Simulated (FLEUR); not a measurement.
# free Co(0001) film, 1 layer: anisotropy by force theorems, part 2 of 2

Wanted: anisotropy for free Co(0001) film, 1 layer, with the cost of each step.

FLEUR MaX-R8.1; PBE; all-electron FLAPW film, Dirac cores, scalar-relativistic bands.

So far. Step 2 (The magnetic state): After 26 cycles the largest moment stands at 2.00 μB.

### Step 5. Spin–orbit coupling, moments along z

Level of this step: PBE; all-electron FLAPW film, Dirac cores, scalar-relativistic bands with spin-orbit coupling (FLEUR).

Spin–orbit coupling ties the spins to the lattice and lets orbital moments form.

A new self-consistent run of the start ferro +, with the moments along z. The k list default-1 (kpts.xml, not shown) is a Γ-centred 35×35×1 mesh.

File inp.xml:

```
<?xml version="1.0" encoding="UTF-8" standalone="no"?>
<fleurInput fleurInputVersion="0.39">
   <comment>
      Co
   </comment>
   <calculationSetup>
      <cutoffs Kmax="3.64" Gmax="10.9" GmaxXC="10.9" numbands="37"/>
      <scfLoop itmax="150" minDistance="0.00002" maxIterBroyd="15" imix="Anderson" alpha="0.03" precondParam="0.0" spinf="2.0" sdNocoIR="T"/>
      <coreElectrons ctail="T" frcor="F" kcrel="0" coretail_lmax="0"/>
      <xcFunctional name="pbe" relativisticCorrections="F"/>
      <magnetism jspins="2"/>
      <soc l_soc="T" theta="0.0" phi="0.0" spav="F"/>
      <expertModes spex="0" secvar="F"/>
      <geometryOptimization l_f="F" forcealpha="1.0" forcemix="BFGS" epsdisp="0.00001" epsforce="0.00001"/>
      <ldaU l_linMix="F" mixParam="0.05" spinf="1.0"/>
   </calculationSetup>
   <cell>
      <bzIntegration valenceElectrons="17.0" mode="hist" fermiSmearingEnergy="0.00183747">
         <kPointListSelection listName="default-1"/>
         <xi:include xmlns:xi="http://www.w3.org/2001/XInclude" href="kpts.xml"> </xi:include>
      </bzIntegration>
      <xi:include xmlns:xi="http://www.w3.org/2001/XInclude" href="sym.xml"> </xi:include>
      <filmLattice scale="1.0" dVac="5.3" dTilda="7.8">
         <bravaisMatrixFilm>
            <row-1>    4.7375437355433538    -0.0000000791795246</row-1>
            <row-2>   -2.3687717992124133     4.1028332661104852</row-2>
         </bravaisMatrixFilm>
         <vacuumEnergyParameters vacuum="1" spinUp="-.25" spinDown="-.25"/>
      </filmLattice>
   </cell>
   <atomSpecies>
      <species name="Cobalt (Co2.000" element="Co" atomicNumber="27">
         <mtSphere radius="2.25" gridPoints="745" logIncrement="0.016"/>
         <atomicCutoffs lmax="8" lnonsphr="6"/>
         <electronConfig flipSpins="F">
            <coreConfig>(1s1/2) (2s1/2) (2p1/2) (2p3/2)</coreConfig>
            <valenceConfig>(3s1/2) (3p1/2) (3p3/2) (4s1/2) (3d3/2) (3d5/2)</valenceConfig>
            <stateOccupation state="(3d3/2)" spinUp="1.5" spinDown="1.3"/>
            <stateOccupation state="(3d5/2)" spinUp="3.0" spinDown="1.2"/>
         </electronConfig>
         <energyParameters s="4" p="4" d="3" f="4"/>
         <lo type="SCLO" l="0" n="3" eDeriv="0"/>
         <lo type="SCLO" l="1" n="3" eDeriv="0"/>
      </species>
   </atomSpecies>
   <atomGroups>
      <atomGroup species="Cobalt (Co2.000">
         <filmPos label="                   1">1.000/2.000 1.000/2.000 .0000000000</filmPos>
         <force calculate="T" relaxXYZ="TTT"/>
      </atomGroup>
   </atomGroups>
   <output dos="F" band="F" slice="F">
      <bandDOS minEnergy="-.5*Htr" maxEnergy="0.5*Htr" sigma="0.015" storeEVData="T"/>
      <plotting iplot="0" polar="F">
         <plot TwoD="T" vec1="  1.0  0.0  0.0" vec2="  0.0  1.0  0.0" vec3="  0.0  0.0  1.0" zero="  0.0  0.0 -0.5" file="plot"/>
      </plotting>
      <moessbauerParams electricFieldGradient="F" isomerShift="F" coreHyperfine="F" valenceHyperfine="F"/>
   </output>
</fleurInput>
```

File crystal.txt:

```
Co
&input film=T cartesian=F /
2.50700018054  -0.00000004190  0.00000000000
-1.25350005399  2.17112586459  0.00000000000
0.00000000000  0.00000000000  1.00000000000
1.8897261246
1.0 1.0 1.0

1
27 0.66666666667  0.33333333333  0.00000000000 : 2.000

&soc 0.0000000 0.0000000 /
&kpt div1=35 div2=35 div3=1 gamma=T /
```

Started as:

```bash
$ OMP_NUM_THREADS=1 inpgen -f crystal.txt > inpgen.log  # inp.xml is then edited as shown
$ OMP_NUM_THREADS=1 mpirun -n 4 fleur_MPI > fleur.log
```

Output:

```text
[banner, memory and clock lines left out]
Welcome to FLEUR        (www.flapw.de)
      MaX-Release 8.1          (www.max-centre.eu)

 ========== k-point set info ==========
 Selected k-point list: default-1
 k-point list type: mesh
 0 x 0 x 0
 Number of k points: 208

 [... set-up left out ...]
 Iteration:     1   Distance:      14.39247647 me/bohr^3
 Iteration:     2   Distance:      12.46576791 me/bohr^3
 Iteration:     3   Distance:       7.30940385 me/bohr^3
 Iteration:     4   Distance:       5.91842815 me/bohr^3
 Iteration:     5   Distance:       2.05313463 me/bohr^3
 Iteration:     6   Distance:       2.59409333 me/bohr^3
 Iteration:     7   Distance:       1.26767968 me/bohr^3
 Iteration:     8   Distance:       1.13195691 me/bohr^3
 Iteration:     9   Distance:       0.36568100 me/bohr^3
 Iteration:    10   Distance:       0.35661759 me/bohr^3
 Iteration:    11   Distance:       0.09686875 me/bohr^3
 Iteration:    12   Distance:       0.11139490 me/bohr^3
 Iteration:    13   Distance:       0.05024087 me/bohr^3
 Iteration:    14   Distance:       0.05066810 me/bohr^3
[... lines left out ...]
 Iteration:    20   Distance:       0.00444820 me/bohr^3
 Iteration:    21   Distance:       0.00121694 me/bohr^3
 Iteration:    22   Distance:       0.00018152 me/bohr^3
 Iteration:    23   Distance:       0.00028676 me/bohr^3
 Iteration:    24   Distance:       0.00011768 me/bohr^3
 Iteration:    25   Distance:       0.00002126 me/bohr^3
 Iteration:    26   Distance:       0.00001458 me/bohr^3

 ********************************************************************
 Run finished successfully
 Stop message:
   all done
 ********************************************************************

--- out.xml (last complete iteration) ---
<iteration numberForCurrentRun="   26" overallNumber="   26">
         [... left out ...]
         <bandgap value="0.0000000000" units="eV"/>
         <sumValenceSingleParticleEnergies value="-23.5812740486" units="Htr"/>
         <FermiEnergy value="-0.1825844531" units="Htr"/>
         [... left out ...]
         <magneticMomentsInMTSpheres units="muBohr">
            <globalMagMoment atomType="1" vec="0.00000   0.00000   1.97137"/>
         </magneticMomentsInMTSpheres>
         <orbitalMomentsInMTSpheres units="muBohr">
            <globalMagMoment atomType="1" vec="0.00000   0.00000   0.09423"/>
         </orbitalMomentsInMTSpheres>
         [... left out ...]
         <totalEnergy value="    -1393.4190447046" units="Htr">
            <sumOfEigenvalues value="     -816.4502104635">
               <coreElectrons value="-792.8689364149"/>
               <valenceElectrons value="-23.5812740486"/>
            </sumOfEigenvalues>
         [... left out ...]
            <freeEnergy value="-1393.4196652396"/>
            <extrapolationTo0K value="-1393.4193549721"/>
         </totalEnergy>
         <densityConvergence units="me/bohr^3">
            <chargeDensity spin="1" distance="0.0000015785"/>
            <chargeDensity spin="2" distance="0.0000139195"/>
            <overallChargeDensity distance="0.0000134148"/>
            <spinDensity distance="0.0000145784"/>
         </densityConvergence>
      </iteration>
```

Elapsed: 53 s, on 4 MPI ranks of Arm Neoverse V1, shared host; peak memory 0.26 GiB.

Read from the output:

```yaml
free_energy: -37916.8807 eV
program_s_band_gap_on_this_mesh_in_a_metal_only_a_level_spacing: 0 eV
magnetization: 1.894 μB
final_state: ferromagnetic
largest_moment: 1.971 μB
orbital_moment_along_the_spin: 0.09423 μB
```

Orbital moment in the sphere, along the spin axis by atom:

```
atom  orbital moment in the sphere, along the spin axis (μB)
 Co1                                                  0.0942
```

### Step 6. Results

```yaml
reference_state: ferromagnetic
largest_sphere_moment: 2.00 μB
easy_direction_of_those_tried: the plane normal to z
energy_along_x_less_z_force_theorem: -0.683 meV a primitive cell
orbital_moment_on_the_atom_of_largest_spin_along_its_spin_spin_orbit_run: 0.0942 μB
```

**Reading.** By the force theorem the moments prefer the plane normal to z, with no direction in it resolved; shape anisotropy is not in it, and in a film it favours the plane. The difference for the second direction goes from -0.52 meV (mesh 23×23×1, 33 states, 29 s of CPU time) to -0.68 meV (mesh 35×35×1, 33 states, 56 s), so it is not converged. The orbital moment is parallel to the spin, as Hund's third rule has it for a shell over half filled. The state was typed, and no other order was converged beside it, so it need not be the ground state.

[Logs and program files are shortened in this print: banners, set-up blocks, solver, clock and traceback lines can be left out without a mark of their own.]

[Logs are printed without paths, hosts, clocks, repeated set-up lines and the standing remarks that a program may print on its own settings, such as how far it seeks lower states.]

[Hosts, paths, dates, database ids (printed as entryN), source tags and the programs' standing remarks are cut or masked in the printed files.]

[Where a cell is said to come from a database of computed structures, the database is the Materials Project.]
